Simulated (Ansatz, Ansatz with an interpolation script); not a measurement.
Rows from a G0W0 calculation on ThGeO4 (I4_1/amd) (Ansatz 0.2.0; G0W0 on LDA, plane waves, PAW; PAW set soft_1; 4×4×4 mesh, 712 empty bands, screening to 150 eV, PAW set soft_1 files), in eV. Spin-orbit coupling is left out.

```
row                         k  band   start       Σx  Σc at the solution      Vxc
  A  (-0.500, -0.500, -0.500)    v3   6.563  -25.771               4.135  -20.852
  B                         Γ    v3   7.220  -25.849               4.630  -20.404
  C  (-0.500, -0.500, -0.500)    c1  12.601  -14.440              -6.123  -22.965
  D                         Γ    v1   7.301  -26.598               4.157  -21.752
  E  (-0.500, -0.500, -0.500)    v1   7.460  -26.908               4.176  -22.032
  F                         Γ    c1  11.387  -10.771              -4.322  -16.491
```

Work out each quasiparticle level and how far it moved.

The quasiparticle equation reads E = start + Σx + Σc(E) − Vxc.

```
row  E (eV)  shift (eV)
  A   5.779      −0.784
  B   6.405      −0.815
  C  15.003      +2.402
  D   6.611      −0.690
  E   6.760      −0.700
  F  12.786      +1.399
```

Limits: not at the basis limit; f levels unsure; no spin-orbit coupling.

[Paths, hosts, dates, memory and timing lines, banners, echoed tables and standing remarks are left out of the program output.]

[Logs are printed without paths, hosts, clocks, repeated set-up lines and the standing remarks that a program may print on its own settings, such as how far it seeks lower states.]

[Runs of the session that timed out or met a known fault of the program may be left out.]

[Hosts, paths, dates, database ids (printed as entryN), source tags and the programs' standing remarks are cut or masked in the printed files.]
